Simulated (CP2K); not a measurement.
Consider 2-trifluoromethylpyrrole at its PBE geometry (Å).

```xyz
13

F     2.4148   -0.5364    1.2501
C     1.8902   -0.0250    0.0886
F     2.5054   -0.7197   -0.9197
F     2.3272    1.2734   -0.0127
C     0.4081   -0.0789    0.0313
C    -0.4602   -1.1595    0.0837
C    -1.7778   -0.6439   -0.0242
C    -1.6805    0.7349   -0.1400
N    -0.3505    1.0679   -0.1044
H    -0.1675   -2.1982    0.1876
H    -2.6997   -1.2144   -0.0190
H    -2.4437    1.4970   -0.2452
H     0.0342    2.0027   -0.1760
```

Method: CP2K XAS_TDP, all-electron GAPW, PBEh(45%), aug-cc-pVDZ, TDA, GW2X-corrected core level, no relativity.

Q: Where do the C K-edge lines lie, and how strong are they?

Leading lines: C2 296.07 eV, C5 288.20 eV, C6 287.71 eV, C7 288.16 eV and C8 288.23 eV. The leading line of an atom is its first one with 35 % of the strongest within 2.5 eV of its lowest line over the strength cut. Core ionisation energies at this level: C6 292.11, C7 291.96, C8 292.91, C2 300.09 and C5 292.87 eV.

The first six lines of each atom with a strength over 0.0015:

```csv
atom,energy (eV),states,"strength, one atom",above the computed threshold
C2 (bonded to C and 3 F),296.07,1,0.0574,
,296.43,1,0.0822,
,298.40,1,0.0193,
,299.07,1,0.0190,
,299.42,1,0.0038,
,299.47,1,0.0251,
C5 (bonded to 2 C and N),288.20,1,0.0420,
,291.05,1,0.0061,
,291.77,1,0.0059,
,292.40,1,0.0066,
,292.53,1,0.0035,
,292.87,1,0.0017,yes
C6 (bonded to 2 C and H),287.71,1,0.0484,
,290.33,1,0.0045,
,290.35,1,0.0078,
,290.95,1,0.0034,
,291.66,1,0.0036,
,291.82,1,0.0017,
C7 (bonded to 2 C and H),288.16,1,0.0491,
,289.50,1,0.0037,
,290.04,1,0.0083,
,290.75,1,0.0024,
,291.49,1,0.0032,
,292.69,1,0.0030,yes
"C8 (bonded to C, N and H)",288.23,1,0.0517,
,290.62,1,0.0115,
,291.49,1,0.0025,
,291.63,1,0.0025,
,291.97,1,0.0015,
,292.36,1,0.0034,
```

Lines are vertical, at one geometry, with no vibrational structure. GW2X ionisation energies and lines can be off by 1 to 2 eV either way, and a good line position may hide errors that cancel. These values hold no scalar relativity, about 0.1 eV for C 1s. Rydberg lines, and the discretised continuum above threshold, depend on the basis and the box.

[Banner, clock and machine lines of the logs are left out without a mark of their own.]

[Logs are printed without paths, hosts, clocks, repeated set-up lines and the standing remarks that a program may print on its own settings, such as how far it seeks lower states.]

[Hosts, paths, dates, database ids (printed as entryN), source tags and the programs' standing remarks are cut or masked in the printed files.]
